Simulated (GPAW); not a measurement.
# Conductance along a series: a Li chain with one bond drawn out, part 2 of 2

Aim: how the conductance and the thermopower change along a series of junctions, a Li chain with one bond drawn out.

GPAW 26.7.0; GPAW LCAO, PAW setups; Landauer transmission from Green's functions with principal layers (ASE), zero bias.

So far, conductance (G₀): step 2 (junction, stretch 0.2 Å) 0.994; step 4 (stretch 0.8 Å) 0.928; step 5 (stretch 1.2 Å) 0.829; step 6 (stretch 1.6 Å) 0.690; step 7 (stretch 2 Å) 0.522.

### Step 8. Junction, box 9 × 9 × 32.1 Å: stretch = 2.6

The cell differs from the one that the last finished run ended in (c 31.500 → 32.100 Å).

Input file run.py:

```python
import json
import numpy as np
from ase import Atoms
from ase.transport.calculators import TransportCalculator
from gpaw import GPAW, FermiDirac
from gpaw.lcao.tools import get_lcao_hamiltonian
from scipy.linalg import eigh

# The junction with lead layers at both ends, along the third cell vector
device = Atoms(
    ['Li', 'Li', 'Li', 'Li', 'Li', 'Li', 'Li', 'Li', 'Li', 'Li'],
    positions=[
        [4.50000, 4.50000, 1.47500],
        [4.50000, 4.50000, 4.42500],
        [4.50000, 4.50000, 7.37500],
        [4.50000, 4.50000, 10.32500],
        [4.50000, 4.50000, 13.27500],
        [4.50000, 4.50000, 18.82500],
        [4.50000, 4.50000, 21.77500],
        [4.50000, 4.50000, 24.72500],
        [4.50000, 4.50000, 27.67500],
        [4.50000, 4.50000, 30.62500]],
    cell=[[9.0, 0.0, 0.0], [0.0, 9.0, 0.0], [0.0, 0.0, 32.1]],
    pbc=True)

# One principal layer of the lead: the first 3 atoms of the device
lead = Atoms(
    ['Li', 'Li', 'Li'],
    positions=[
        [4.50000, 4.50000, 1.47500],
        [4.50000, 4.50000, 4.42500],
        [4.50000, 4.50000, 7.37500]],
    cell=[[9.0, 0.0, 0.0], [0.0, 9.0, 0.0], [0.0, 0.0, 8.85]],
    pbc=True)

settings = dict(mode='lcao', basis='szp(dzp)', xc='PBE', h=0.2,
                occupations=FermiDirac(0.1), maxiter=250,
                mixer=dict(beta=0.1, nmaxold=8, weight=100.0),
                convergence=dict(density=0.0001))
energies = np.arange(-3, 3 + 1e-9, 0.075)
eta = 0.0001
n1, n2 = 1, 1
# k and -k transmit alike, so half of the mesh across the current serves
mesh = [(i, j) for i in range(n1) for j in range(n2) if (i, j) <= (-i % n1, -j % n2)]
weights = np.array([1 if (i, j) == (-i % n1, -j % n2) else 2 for i, j in mesh]) / (n1 * n2)

# [... helper functions left out ...]
fermi_lead = ground_state(lead, (1, 1, 13), 'lead.txt')
fermi_device = ground_state(device, (1, 1, 3), 'device.txt')
# [... loop over the mesh left out, but for ...]
        # Shift the lead onto the potential of the device's first layer
        shift = ((H[:, 0, 0] - H0[:, 0, 0]) / S0[0, 0]).real.mean()
# [...]
kT = 8.617333e-5 * 200
bias = [0.1, 0.2, 0.5, 1.0, 1.5, 2.0]
# [... integrals and printing left out ...]
```

The run is started by

```
$ OMP_NUM_THREADS=1 OPENBLAS_NUM_THREADS=1 python run.py
```

What it wrote:

```text
basis functions: device 40, principal layer 12
Fermi level: lead -2.8434 eV, device -2.7334 eV; lead shifted by -0.0043 eV
largest coupling past the next layer 1.26e-08 eV, largest misfit of the first layer 0.031 eV
  E-E_F (eV)   T (one spin)  [channel counts left out]
    -3.000    5.6017e-22
    -2.925    4.4047e-22
    -2.850    3.3473e-22
[...]
2.925    4.8386e-10
     3.000    9.0829e-11
conductance at 200 K: 0.27529 G0 a cell; thermopower 1.571 uV/K
current from the zero-bias T(E) at 0.1 V: 2.1263 uA
current from the zero-bias T(E) at 0.2 V: 4.2172 uA
current from the zero-bias T(E) at 0.5 V: 9.9824 uA
current from the zero-bias T(E) at 1.0 V: 17.374 uA
current from the zero-bias T(E) at 1.5 V: 22.718 uA
current from the zero-bias T(E) at 2.0 V: 26.61 uA
```

The job ended after 28 s (1 thread of Arm Neoverse V1, shared host; peak memory 0.91 GiB).

The conductance, 0.275 G₀, lies 47 % below that of the member before.

### Step 9. Member of the series, box 9 × 9 × 32.7 Å: stretch = 3.2

The cell differs from the one that the last finished run ended in (c 32.100 → 32.700 Å).

run.py, as its differences from that of step 8:

```diff
@@ -17,8 +17,8 @@
         [4.50000, 4.50000, 13.27500],
-        [4.50000, 4.50000, 18.82500],
-        [4.50000, 4.50000, 21.77500],
-        [4.50000, 4.50000, 24.72500],
-        [4.50000, 4.50000, 27.67500],
-        [4.50000, 4.50000, 30.62500]],
-    cell=[[9.0, 0.0, 0.0], [0.0, 9.0, 0.0], [0.0, 0.0, 32.1]],
+        [4.50000, 4.50000, 19.42500],
+        [4.50000, 4.50000, 22.37500],
+        [4.50000, 4.50000, 25.32500],
+        [4.50000, 4.50000, 28.27500],
+        [4.50000, 4.50000, 31.22500]],
+    cell=[[9.0, 0.0, 0.0], [0.0, 9.0, 0.0], [0.0, 0.0, 32.7]],
     pbc=True)
```

What it wrote:

```text
basis functions: device 40, principal layer 12
Fermi level: lead -2.8434 eV, device -2.7181 eV; lead shifted by -0.0047 eV
largest coupling past the next layer 1.26e-08 eV, largest misfit of the first layer 0.033 eV
  E-E_F (eV)   T (one spin)  [channel counts left out]
    -3.000    4.7706e-23
    -2.925    6.6503e-23
    -2.850    8.8139e-23
[...]
2.925    4.2421e-11
     3.000    1.0542e-11
conductance at 200 K: 0.1123 G0 a cell; thermopower 2.291 uV/K
current from the zero-bias T(E) at 0.1 V: 0.8668 uA
current from the zero-bias T(E) at 0.2 V: 1.716 uA
current from the zero-bias T(E) at 0.5 V: 4.0156 uA
current from the zero-bias T(E) at 1.0 V: 6.8239 uA
current from the zero-bias T(E) at 1.5 V: 8.771 uA
current from the zero-bias T(E) at 2.0 V: 10.128 uA
```

Wall time 31 s (1 thread); peak memory 0.92 GiB.

The conductance, 0.112 G₀, lies 59 % below that of the member before.

### Step 10. Comparing the runs

Times are for 1 thread of Arm Neoverse V1, shared host. The runs compared:

| no. | stretch (Å) | conductance (G₀) | time | memory (GiB) |
| --- | --- | --- | --- | --- |
| 1 | 0.2 | 0.9944 | 20 s | 0.87 |
| 2 | 0.5 | 0.9727 | 35 s | 0.86 |
| 3 | 0.8 | 0.9278 | 32 s | 0.88 |
| 4 | 1.2 | 0.8294 | 20 s | 0.88 |
| 5 | 1.6 | 0.6901 | 32 s | 0.89 |
| 6 | 2 | 0.5221 | 28 s | 0.89 |
| 7 | 2.6 | 0.2753 | 28 s | 0.91 |
| 8 | 3.2 | 0.1123 | 31 s | 0.92 |

The runs together. The transmission, zone mean by energy, zero at the Fermi level:

| energy (eV) | 0.2 | 0.5 | 1.2 | 1.6 | 2.6 | 3.2 |
| --- | --- | --- | --- | --- | --- | --- |
| -3.0000 | 0 | 0 | 0 | 0 | 0 | 0 |
| -2.7750 | 0 | 0 | 0 | 0 | 0 | 0 |
| -2.4750 | 0 | 0 | 0 | 0 | 0 | 0 |
| -2.2500 | 0 | 0 | 0 | 0 | 0 | 0 |
| -2.0250 | 0 | 0 | 0 | 0 | 0 | 0 |
| -1.7250 | 0 | 0 | 0 | 0 | 0 | 0 |
| -1.5000 | 0 | 0 | 0 | 0 | 0 | 0 |
| -1.2750 | 0 | 0 | 0 | 0 | 0 | 0 |
| -0.9750 | 0 | 0 | 0 | 0 | 0 | 0 |
| -0.7500 | 0.713 | 0.352 | 0.120 | 0.0717 | 0.0168 | 0.00672 |
| -0.5250 | 0.983 | 0.919 | 0.632 | 0.442 | 0.114 | 0.0428 |
| -0.2250 | 0.993 | 0.966 | 0.802 | 0.650 | 0.239 | 0.0959 |
| -0.0750 | 0.994 | 0.972 | 0.831 | 0.693 | 0.279 | 0.115 |
| 0.0000 | 0.994 | 0.973 | 0.831 | 0.692 | 0.277 | 0.113 |
| 0.2250 | 0.994 | 0.969 | 0.799 | 0.642 | 0.231 | 0.0892 |
| 0.5250 | 0.995 | 0.969 | 0.777 | 0.605 | 0.199 | 0.0725 |
| 0.7500 | 0.996 | 0.973 | 0.786 | 0.614 | 0.200 | 0.0709 |
| 0.9750 | 0.996 | 0.975 | 0.792 | 0.618 | 0.198 | 0.0680 |
| 1.0500 | 0.996 | 0.975 | 0.790 | 0.615 | 0.194 | 0.0658 |
| 1.1250 | 0.996 | 0.975 | 0.787 | 0.610 | 0.189 | 0.0632 |
| 1.2750 | 0.996 | 0.974 | 0.775 | 0.592 | 0.176 | 0.0569 |
| 1.5000 | 0.996 | 0.969 | 0.745 | 0.554 | 0.152 | 0.0468 |
| 1.7250 | 0.995 | 0.961 | 0.702 | 0.502 | 0.126 | 0.0369 |
| 2.0250 | 0.992 | 0.934 | 0.586 | 0.385 | 0.0837 | 0.0229 |
| 2.2500 | 0.962 | 0.712 | 0.208 | 0.108 | 0.0182 | 0.00464 |
| 2.4750 | 3.3e-9 | 5.5e-9 | 3.6e-8 | 2.7e-7 | 4.2e-8 | 7.3e-9 |
| 2.7750 | 1.1e-10 | 1.7e-10 | 5.0e-10 | 1.0e-9 | 6.6e-8 | 3.7e-9 |
| 3.0000 | 3.1e-11 | 4.6e-11 | 1.7e-10 | 6.5e-10 | 9.1e-11 | 1.1e-11 |

The runs together. The current through one cell, from the zero-bias transmission by bias:

| bias (V) | 0.2 (μA) | 0.5 (μA) | 1.2 (μA) | 1.6 (μA) | 2.6 (μA) | 3.2 (μA) |
| --- | --- | --- | --- | --- | --- | --- |
| 0.100 | 7.70 | 7.54 | 6.42 | 5.34 | 2.13 | 0.867 |
| 0.200 | 15.4 | 15.1 | 12.8 | 10.6 | 4.22 | 1.72 |
| 0.500 | 38.5 | 37.6 | 31.6 | 26.0 | 9.98 | 4.02 |
| 1.000 | 76.9 | 74.7 | 60.9 | 48.6 | 17.4 | 6.82 |
| 1.500 | 114 | 108 | 85.0 | 66.4 | 22.7 | 8.77 |
| 2.000 | 134 | 128 | 101 | 78.5 | 26.6 | 10.1 |

### Step 11. Other settings

One more run, with changed settings.

run.py, as its differences from that of step 9:

```diff
@@ -17,8 +17,8 @@
         [4.50000, 4.50000, 13.27500],
-        [4.50000, 4.50000, 19.42500],
-        [4.50000, 4.50000, 22.37500],
-        [4.50000, 4.50000, 25.32500],
-        [4.50000, 4.50000, 28.27500],
-        [4.50000, 4.50000, 31.22500]],
-    cell=[[9.0, 0.0, 0.0], [0.0, 9.0, 0.0], [0.0, 0.0, 32.7]],
+        [4.50000, 4.50000, 17.42500],
+        [4.50000, 4.50000, 20.37500],
+        [4.50000, 4.50000, 23.32500],
+        [4.50000, 4.50000, 26.27500],
+        [4.50000, 4.50000, 29.22500]],
+    cell=[[9.0, 0.0, 0.0], [0.0, 9.0, 0.0], [0.0, 0.0, 30.7]],
     pbc=True)
@@ -35,4 +35,4 @@
 
-settings = dict(mode='lcao', basis='szp(dzp)', xc='PBE', h=0.2,
-                occupations=FermiDirac(0.1), maxiter=250,
+settings = dict(mode='lcao', basis='tzp', xc='PBE', h=0.2,
+                occupations=FermiDirac(0.1), maxiter=60,
                 mixer=dict(beta=0.1, nmaxold=8, weight=100.0),
```

What it wrote:

```text
FileNotFoundError: Could not find required basis set file "Li.tzp.basis".
```

Wall time 0.81 s (1 thread); peak memory 0.09 GiB.

The program refused the input before any cycle.

The program's message: “FileNotFoundError: Could not find required basis set file "Li.tzp.basis".”

The change that led to it: basis = "tzp".

### Step 12. Outcome

```yaml
conductance_first_and_last_member: 0.994 and 0.112 G₀
largest_and_smallest: 0.994 and 0.112 G₀
```

**Reading.** As the extra bond length goes from 0.2 to 3.2 Å, the conductance goes from 0.994 to 0.112 G₀. The conductance falls at every step of the series. The geometry was built from estimated bond lengths and not relaxed, so the numbers describe this model structure. An evenly spaced straight chain is an idealisation: free chains tend to dimerise, zigzag or, where a band edge lies near the Fermi level, turn magnetic. The currents use the zero-bias T(E) throughout, which holds only while the bias is small against the distance to the nearest feature. The energy step is wider than the thermal energy, so the conductance and thermopower rest on interpolation of T(E). Atomic orbitals end short of the vacuum, so tunnelling across a wide gap comes out too low.

[Logs are printed without paths, hosts, clocks, repeated set-up lines and the standing remarks that a program may print on its own settings, such as how far it seeks lower states.]

[Hosts, paths, dates, database ids (printed as entryN), source tags and the programs' standing remarks are cut or masked in the printed files.]
